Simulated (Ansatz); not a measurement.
## Zn3InN: relaxing a made-up structure

Starting from a made-up structure for Zn3InN, the aim is the relaxed cell, its shortest contacts and, where a second run follows, its electronic structure.

Method: DFT, PBEsol, plane-wave PAW, files of the set soft_1, scalar-relativistic, no spin, cell and ions relaxed at zero pressure; PAW set soft_1, in Ansatz 0.2.0.

**1. The structure**

It takes space group Pm-3m (No. 221, cubic). Conventional cell: a = 4.209 Å, b = 4.209 Å, c = 4.209 Å, α = 90.00°, β = 90.00°, γ = 90.00°. In has 12 Zn at 2.98 Å nearest. Zn has 2 N at 2.10 Å nearest. Nearest to N lie 6 Zn at 2.10 Å. Farther neighbours and most contacts between anions are not listed.

**2. Relaxation of the guess**

The guessed cell has no reason to be at equilibrium. It is relaxed with the atoms, within the space group of the guess.

Contents of input.yaml:

```yaml
crystal:
  lattice:
    - [4.209, 0.0, 0.0]
    - [0.0, 4.209, 0.0]
    - [0.0, 0.0, 4.209]
  atoms:
    - { symbol: In, position: [0.0, 0.0, 0.0] }
    - { symbol: Zn, position: [0.0, 0.5, 0.5] }
    - { symbol: Zn, position: [0.5, 0.0, 0.5] }
    - { symbol: Zn, position: [0.5, 0.5, 0.0] }
    - { symbol: "N", position: [0.5, 0.5, 0.5] }
kpoints:
  mp_grid: { grid: [6, 6, 6] }
scf:
  occupations: { method: fermi_dirac, width: 0.05 }
hamiltonian:
  xc: pbesol
  pseudopotentials: { kind: paw, azcp: { folder: soft_1 }, xc_functional: pbe }
relax:
  f_tol: 0.015
  max_steps: 70
  cell: {}
output:
  forces: true
  stress: true
```

Run with:

```sh
> ansatz run input.yaml --threads 4 --pin off --max-ram 8192MiB --backend cpu --events-out ev --progress --plain --runs-dir out
```

Numbers of over 12 decimals in the logs are rounded to 6 here.

The program printed:

```text
Engine: ansatz 0.2.0, x86_64-unknown-linux-gnu
Pseudopotentials: kind: paw
Pseudopotential: In, paw, valence charge 13, recommended cutoff 420 eV (normal), soft_1/In.paw.azcp
Pseudopotential: Zn, paw, valence charge 12, recommended cutoff 420 eV (normal), soft_1/Zn.paw.azcp
Pseudopotential: N, paw, valence charge 5, recommended cutoff 420 eV (normal), soft_1/N.paw.azcp
Functional definition: PBEsol
  exchange = pbesol_x
  correlation = pbesol_c
Crystal: 5 atoms, lattice volume = 74.565 Å³
Basis set: ecut = 420 eV, 1419 PW (Γ), exchange–correlation on 60×60×60 points (8 copies of the dense FFT grid, shifted against one another)
Bands: 33, of which v1, the nominal top of the filled ones, is band 27 counted from 1 (26 counted from 0)
Symmetry: 48 space group operations
Space group: Pm-3m (ITA 221), of the structure as read, at distance tolerance 4.2e-5 Å
k-points: 20 of 216
Non-local potential: In, projectors of the file, l = 0: 2, l = 1: 2, l = 2: 2, l = 3: 1
Non-local potential: Zn, projectors of the file, l = 0: 2, l = 1: 2, l = 2: 3, l = 3: 1
Non-local potential: N, projectors of the file, l = 0: 2, l = 1: 2, l = 2: 1
PAW form: soft (Blöchl's): semilocal exchange-correlation on the pseudo side does not see the compensation charge
PAW frozen core: In, regenerated for the run's functional, and the local potential with it (the file was generated under x = pbe(κ = 0.804, μ = 0.219515), c = pbe(β = 0.066725))
PAW frozen core: Zn, regenerated for the run's functional, and the local potential with it (the file was generated under x = pbe(κ = 0.804, μ = 0.219515), c = pbe(β = 0.066725))
PAW frozen core: N, regenerated for the run's functional, and the local potential with it (the file was generated under x = pbe(κ = 0.804, μ = 0.219515), c = pbe(β = 0.066725))
PAW one-centre angular grid: In, 590 points (default); XC on 64 Gauss nodes
PAW one-centre angular grid: Zn, 590 points (default); XC on 64 Gauss nodes
PAW one-centre angular grid: N, 110 points (default); XC on 64 Gauss nodes
Initial density: superposition of atomic densities (chi_scale 0.1, normalization cell, long waves kept (reshape's long-wave potential 0.03 eV rms))
Initial wavefunctions: pseudopotential atomic-orbital guess
Functional: x = pbesol(κ = 0.804, μ = 0.123457), c = pbesol(β = 0.046)
SCF iter   1: F=—  HF=-15745.082426 eV  |F-HF|=—  |Δ(HF+E_count)|=         —  Δρ=3.08e-2  dr2=9.57e-1  ethr=3.10e-3  ⟨swp⟩=7.2  Hψ=3267  notcnv=0  defer=1
preconditioner: auto → Kerker (q_TF=auto, 2.585 Å⁻¹)  [metal: Δε(μ)=0.023 eV  Ē_g=11.544 eV  σ=0.050 eV  W_gap=0.11  n_scr=18 (ndim 8)  ℏωp=31.6 eV  f_vac=0.000  D(μ)=4.07/eV (n_scr^D=32)]
SCF iter   2: F=—  HF=-15744.949445 eV  |F-HF|=—  |Δ(HF+E_count)|=   1.33e-1  Δρ=1.94e-2  dr2=4.04e-1  ethr=1.77e-3  ⟨swp⟩=2.0  Hψ=916  notcnv=0  defer=12
SCF iter   3: F=—  HF=-15744.880610 eV  |F-HF|=—  |Δ(HF+E_count)|=   6.88e-2  Δρ=1.18e-2  dr2=1.18e-1  ethr=7.49e-4  ⟨swp⟩=2.0  Hψ=1146  notcnv=0  defer=12
SCF iter   4: F=—  HF=-15744.830757 eV  |F-HF|=—  |Δ(HF+E_count)|=   4.99e-2  Δρ=2.97e-3  dr2=7.25e-3  ethr=2.19e-4  ⟨swp⟩=2.2  Hψ=1258  notcnv=0  defer=12
SCF iter   5: F=—  HF=-15744.830756 eV  |F-HF|=—  |Δ(HF+E_count)|=   1.11e-6  Δρ=1.35e-3  dr2=1.28e-3  ethr=1.34e-5  ⟨swp⟩=2.3  Hψ=1248  notcnv=0  defer=12
SCF iter   6: F=—  HF=-15744.830352 eV  |F-HF|=—  |Δ(HF+E_count)|=   4.04e-4  Δρ=3.12e-4  dr2=3.88e-5  ethr=2.37e-6  ⟨swp⟩=2.3  Hψ=1205  notcnv=0  defer=12
SCF iter   7: F=—  HF=-15744.830359 eV  |F-HF|=—  |Δ(HF+E_count)|=   7.19e-6  Δρ=1.89e-4  dr2=1.88e-5  ethr=7.18e-8  ⟨swp⟩=2.0  Hψ=1175  notcnv=0  defer=12
SCF iter   8: F=—  HF=-15744.830356 eV  |F-HF|=—  |Δ(HF+E_count)|=   2.98e-6  Δρ=3.90e-5  dr2=7.78e-7  ethr=3.48e-8  ⟨swp⟩=2.0  Hψ=1007  notcnv=0  defer=12
SCF iter   9: F=-15744.830356 eV  HF=-15744.830356 eV  |F-HF|=5.35e-9  |Δ(HF+E_count)|=   8.16e-8  Δρ=8.18e-6  dr2=4.14e-8  ethr=1.85e-10  ⟨swp⟩=3.2  Hψ=2854  notcnv=0
SCF 1 converged in 9 iterations: F = -15744.830356 eV  dr2 = 4.14e-8
  greatest PAW one-centre occupation: 0.985 electrons in one spin orbital (limit 2), on the Zn atom at site 3 (counted from 0), in its partial waves of l = 2
relax step   1: F+E_penalty+E_count = -15744.83035604 eV  Δ(F+E_penalty+E_count) = +0.000e0 eV  max|allowed force component| = 2.543e-29 eV/Å  Δτ_max = 0.0000 Å  P = +0.824 GPa  Ω = 74.565 Å³  (9 SCF iters, dr2 threshold 1.00e-7 eV, accepted)
Crystal: 5 atoms, lattice volume = 75.063 Å³
Initial density: handed on by an earlier stage of this run
Initial wavefunctions: those handed on with the density
iter 1 solved again at ethr=1.08e-6 eV; its pass at ethr=3.10e-3 eV (dr2=5.81e-4 eV) is discarded
SCF iter   1: F=—  HF=-15744.831484 eV  |F-HF|=—  |Δ(HF+E_count)|=         —  Δρ=7.15e-4  dr2=4.34e-4  ethr=1.08e-6  ⟨swp⟩=2.0  Hψ=3190  notcnv=0
preconditioner: auto → Kerker (q_TF=auto, 2.583 Å⁻¹)  [metal: Δε(μ)=0.056 eV  Ē_g=11.790 eV  σ=0.050 eV  W_gap=0.26  n_scr=26 (ndim 8)  ℏωp=31.5 eV  f_vac=0.000  D(μ)=4.49/eV (n_scr^D=32)]
SCF iter   2: F=—  HF=-15744.831402 eV  |F-HF|=—  |Δ(HF+E_count)|=   8.17e-5  Δρ=3.17e-4  dr2=9.12e-5  ethr=8.04e-7  ⟨swp⟩=1.9  Hψ=907  notcnv=0
SCF iter   3: F=—  HF=-15744.831386 eV  |F-HF|=—  |Δ(HF+E_count)|=   1.58e-5  Δρ=1.07e-4  dr2=9.92e-6  ethr=1.69e-7  ⟨swp⟩=2.1  Hψ=1170  notcnv=0
SCF iter   4: F=—  HF=-15744.831384 eV  |F-HF|=—  |Δ(HF+E_count)|=   2.94e-6  Δρ=5.30e-5  dr2=2.03e-6  ethr=1.84e-8  ⟨swp⟩=2.0  Hψ=1067  notcnv=0
iter 5 did not close the SCF: its close was put off for the readings that it lacked (scf_convergence_deferred on its scf_iter line)
SCF iter   5: F=-15744.831383 eV  HF=-15744.831383 eV  |F-HF|=1.00e-7  |Δ(HF+E_count)|=   1.09e-7  Δρ=1.16e-5  dr2=1.41e-7  ethr=3.76e-9  ⟨swp⟩=2.0  Hψ=1044  notcnv=0
SCF iter   6: F=-15744.831383 eV  HF=-15744.831383 eV  |F-HF|=6.15e-9  |Δ(HF+E_count)|=   4.27e-8  Δρ=3.49e-6  dr2=1.21e-8  ethr=2.61e-10  ⟨swp⟩=2.0  Hψ=2429  notcnv=0
SCF 2 converged in 6 iterations: F = -15744.831383 eV  dr2 = 1.21e-8
  greatest PAW one-centre occupation: 0.985 electrons in one spin orbital (limit 2), on the Zn atom at site 2 (counted from 0), in its partial waves of l = 2
relax step   2: F+E_penalty+E_count = -15744.83138338 eV  Δ(F+E_penalty+E_count) = -1.027e-3 eV  max|allowed force component| = 4.497e-30 eV/Å  Δτ_max = 0.0000 Å  P = +0.212 GPa  Ω = 75.063 Å³  energy of the carried Pulay correction = -5.771e-4 eV  (6 SCF iters, dr2 threshold 5.00e-7 eV, accepted)
Crystal: 5 atoms, lattice volume = 75.237 Å³
iter 1 solved again at ethr=1.22e-7 eV; its pass at ethr=3.10e-3 eV (dr2=6.61e-5 eV) is discarded
SCF iter   1: F=—  HF=-15744.831318 eV  |F-HF|=—  |Δ(HF+E_count)|=         —  Δρ=2.47e-4  dr2=5.12e-5  ethr=1.22e-7  ⟨swp⟩=2.0  Hψ=3149  notcnv=0
preconditioner: auto → Kerker (q_TF=auto, 2.582 Å⁻¹)  [metal: Δε(μ)=0.052 eV  Ē_g=11.775 eV  σ=0.050 eV  W_gap=0.25  n_scr=26 (ndim 8)  ℏωp=31.5 eV  f_vac=0.000  D(μ)=4.49/eV (n_scr^D=32)]
SCF iter   2: F=—  HF=-15744.831302 eV  |F-HF|=—  |Δ(HF+E_count)|=   1.60e-5  Δρ=1.09e-4  dr2=1.07e-5  ethr=9.49e-8  ⟨swp⟩=2.1  Hψ=939  notcnv=0
SCF iter   3: F=—  HF=-15744.831300 eV  |F-HF|=—  |Δ(HF+E_count)|=   1.91e-6  Δρ=3.67e-5  dr2=1.22e-6  ethr=1.99e-8  ⟨swp⟩=2.0  Hψ=1169  notcnv=0
SCF iter   4: F=—  HF=-15744.831299 eV  |F-HF|=—  |Δ(HF+E_count)|=   3.50e-7  Δρ=1.85e-5  dr2=2.66e-7  ethr=2.25e-9  ⟨swp⟩=2.0  Hψ=1067  notcnv=0
iter 5 did not close the SCF: its close was put off for the readings that it lacked (scf_convergence_deferred on its scf_iter line)
SCF iter   5: F=-15744.831299 eV  HF=-15744.831299 eV  |F-HF|=1.35e-8  |Δ(HF+E_count)|=   2.06e-8  Δρ=3.93e-6  dr2=1.88e-8  ethr=4.93e-10  ⟨swp⟩=2.0  Hψ=1039  notcnv=0
SCF iter   6: F=-15744.831299 eV  HF=-15744.831299 eV  |F-HF|=7.55e-10  |Δ(HF+E_count)|=   4.94e-9  Δρ=1.27e-6  dr2=1.55e-9  ethr=3.49e-11  ⟨swp⟩=2.0  Hψ=2403  notcnv=0
SCF 3 converged in 6 iterations: F = -15744.831299 eV  dr2 = 1.55e-9
relax step   3: F+E_penalty+E_count = -15744.83129935 eV  Δ(F+E_penalty+E_count) = +8.403e-5 eV  max|allowed force component| = 9.295e-30 eV/Å  Δτ_max = 0.0000 Å  P = +0.003 GPa  Ω = 75.237 Å³  energy of the carried Pulay correction = -7.775e-4 eV  (6 SCF iters, dr2 threshold 1.12e-7 eV, accepted)
Initial wavefunctions: pseudopotential atomic-orbital guess (no wavefunctions were taken with the density)
iter 1 solved again at ethr=3.23e-8 eV; its pass at ethr=3.10e-3 eV (dr2=1.74e-5 eV) is discarded
SCF iter   1: F=—  HF=-15744.832210 eV  |F-HF|=—  |Δ(HF+E_count)|=         —  Δρ=1.64e-4  dr2=8.27e-7  ethr=3.23e-8  ⟨swp⟩=3.5  Hψ=5288  notcnv=0
preconditioner: auto → Kerker (q_TF=auto, 2.582 Å⁻¹)  [metal: Δε(μ)=0.052 eV  Ē_g=11.773 eV  σ=0.050 eV  W_gap=0.25  n_scr=26 (ndim 8)  ℏωp=31.5 eV  f_vac=0.000  D(μ)=4.49/eV (n_scr^D=32)]
SCF iter   2: F=—  HF=-15744.832214 eV  |F-HF|=—  |Δ(HF+E_count)|=   4.71e-6  Δρ=9.50e-5  dr2=9.68e-7  ethr=1.53e-9  ⟨swp⟩=2.0  Hψ=1099  notcnv=0
SCF iter   3: F=—  HF=-15744.832217 eV  |F-HF|=—  |Δ(HF+E_count)|=   2.22e-6  Δρ=1.74e-5  dr2=1.04e-8  ethr=1.53e-9  ⟨swp⟩=2.0  Hψ=971  notcnv=0
SCF iter   4: F=—  HF=-15744.832217 eV  |F-HF|=—  |Δ(HF+E_count)|=   4.22e-9  Δρ=3.59e-6  dr2=2.72e-9  ethr=1.92e-11  ⟨swp⟩=2.0  Hψ=1201  notcnv=0
SCF iter   5: F=—  HF=-15744.832217 eV  |F-HF|=—  |Δ(HF+E_count)|=   1.21e-8  Δρ=1.15e-6  dr2=2.76e-10  ethr=5.03e-12  ⟨swp⟩=2.0  Hψ=1186  notcnv=0
SCF iter   6: F=-15744.832217 eV  HF=-15744.832217 eV  |F-HF|=1.27e-11  |Δ(HF+E_count)|=  4.71e-10  Δρ=1.73e-7  dr2=1.63e-11  ethr=1.00e-12  ⟨swp⟩=5.0  Hψ=2704  notcnv=0
SCF 4 converged in 6 iterations: F = -15744.832217 eV  dr2 = 1.63e-11
relax step   4: F+E_penalty+E_count = -15744.83221670 eV  Δ(F+E_penalty+E_count) = -9.173e-4 eV  max|allowed force component| = 8.434e-30 eV/Å  Δτ_max = 0.0000 Å  P = +0.008 GPa  Ω = 75.237 Å³  stress off target by 7.92e-3 GPa  SCF on the basis re-selected at this cell (its energy is not comparable with the rows above)  (6 SCF iters)
basis re-selected at this cell: Δ(F+E_penalty+E_count) = -9.173e-4 eV, ΔP = +0.005 GPa vs the last step (what re-selecting the basis moved, of the pressure what is left beyond the Pulay correction that the steps carried, after the strain that the cell walked since its last selection, with what the two solves' SCF thresholds leave and, on support functions, any second-order correction that the steps lacked; it is no m [...]
SCF converged after 6 iterations
Free energy (F): -15744.832217 eV
Harris-Foulkes:  -15744.832217 eV  (|F-HF|=1.27e-11)
Internal energy: -15744.799685 eV  (E = F + TS)
E sigma→0 (E₀):  -15744.815951 eV
Entropy (-TS):   -0.032532 eV (-6.506 meV/atom)
Fermi energy:    11.279341 eV
--- Per-component energies (eV) ---
  E_band       = 157.576125
  E_kinetic    = 784.701876
  E_local      = -6483.261638  (includes V_loc(G=0)·N_el)
  E_nonlocal   = 2827.894913
  E_hartree    = 2448.637200
  E_xc         = -433.969396
  E_vxc        = -318.713075  (∫ρ·V_xc dr)
  E_paw        = -9837.341920  (= ΣΔE_a)
  E_vpaw       = -1550.320254  (= ΣTr[D̂ρ^β])
  E_aug_tail   = -0.000096  (compensation charges beyond the density's cutoff)
  E_ewald      = -5054.116694
  E_core_change = 2.656070  (= ΣΔE_core)
  E_smearing   = -0.032532  (= −TS)
  E_closure    = -0.000000  (closes the sum)
  Σ components = -15744.832217   (vs F -15744.832217, Δ=0.00e0)
--- Forces (eV/Å), atoms counted from 1 ---
  atom   1  In     0.00000000     0.00000000     0.00000000
  atom   2  Zn     0.00000000     0.00000000     0.00000000
  atom   3  Zn    -0.00000000     0.00000000     0.00000000
  atom   4  Zn    -0.00000000     0.00000000     0.00000000
  atom   5  N      0.00000000     0.00000000     0.00000000
  max |Σ_I F_I| component: 1.57e-29 eV/Å
--- Stress (GPa, compression-positive) ---
        0.007918      -0.000000       0.000000
       -0.000000       0.007918       0.000000
        0.000000       0.000000       0.007918
  P = ⅓ Tr σ = 0.0079 GPa (0.079 kbar)
--- Relaxed structure (3 steps of the walk, 3 accepted, 1 SCFs on fresh bases) ---
  F+E_penalty+E_count = -15744.83221670 eV   max|allowed force component| = 8.434e-30 eV/Å   (the final SCF, on the basis selected at the relaxed cell)
  cell:  # Å, volume = 75.2373 Å³
    - [4.221606, 0, 0]
    - [0, 4.221606, 0.0]
    - [0, 0.0, 4.221606]
  atoms:
    - { symbol: In, position: [0, 0, 0] }
    - { symbol: Zn, position: [0, 0.5, 0.5] }
    - { symbol: Zn, position: [0.5, 0, 0.5] }
    - { symbol: Zn, position: [0.5, 0.5, 0] }
    - { symbol: N, position: [0.5, 0.5, 0.5] }
```

Wall time 3.4 s (4 threads of AMD EPYC 9R14 (Zen 4), shared host); peak memory 0.49 GiB.

Step by step:

| step | energy less that of the first step (eV) | largest force component (eV/Å) | pressure (GPa) | volume (Å³) |
| --- | --- | --- | --- | --- |
| 1 | 0.0000 | 0.0000 | 0.82 | 74.57 |
| 2 | -0.0010 | 0.0000 | 0.21 | 75.06 |
| 3 | -0.0009 | 0.0000 | 0.00 | 75.24 |
| 4* | -0.0019 | 0.0000 | 0.01 | 75.24 |

Relaxation steps marked * repeat the geometry before them on a plane-wave basis chosen anew for their cell, so energy and pressure can jump there.

The run keeps the 48 symmetry operations that it works with, so distortions that break them were not tested.

```
conventional cell, symmetrised  before  after  change
                         a (Å)   4.209  4.222  +0.3 %
                         b (Å)   4.209  4.222  +0.3 %
                         c (Å)   4.209  4.222  +0.3 %
              volume (Å³/atom)   14.91  15.05  +0.9 %
```

The relaxed structure:

```
In Zn N
1.0
     4.22161    0.00000    0.00000
     0.00000    4.22161    0.00000
     0.00000    0.00000    4.22161
In Zn N
1 3 1
Direct
  0.00000 0.00000 0.00000
  0.00000 0.50000 0.50000
  0.50000 0.00000 0.50000
  0.50000 0.50000 0.00000
  0.50000 0.50000 0.50000
```

This step gave:

```
free energy             : -15744.8322 eV
energy at zero smearing : -15744.8160 eV
smearing term TS        : 0.03253 eV
Fermi energy            : 11.28 eV
electrons               : 54
symmetry operations     : 48
pressure                : 0.007918 GPa
```

Shortest distances by pair of elements, guess and relaxed (not always the same contact):

| pair | guess (Å) | relaxed (Å) |
| --- | --- | --- |
| N–Zn | 2.104 | 2.111 |
| In–Zn | 2.976 | 2.985 |
| Zn–Zn | 2.976 | 2.985 |
| In–N | 3.645 | 3.656 |
| In–In | 4.209 | 4.222 |

The relaxation ends with a pressure of 0.01 GPa.

**3. Summary of results**

* space group, relaxed: Pm-3m
* conventional cell: a = 4.222, b = 4.222, c = 4.222 Å; α = 90.0°, β = 90.0°, γ = 90.0°
* volume per atom: 15.05 Å³ (guess 14.91)

**Reading.** Zn3InN relaxes to Pm-3m with a = 4.222, b = 4.222 and c = 4.222 Å. The guessed volume was near the relaxed one. The space group Pm-3m was held in the relaxation, so the end point is a stationary structure within it and may be a saddle against distortions or other arrangements. Mesh and cutoff weren't tested. No dispersion term is used, so weakly bound directions may come out too long. Nothing here tests whether the compound is stable against decomposition.

[Logs are printed without paths, hosts, clocks, repeated set-up lines and the standing remarks that a program may print on its own settings, such as how far it seeks lower states.]

[Hosts, paths, dates, database ids (printed as entryN), source tags and the programs' standing remarks are cut or masked in the printed files.]
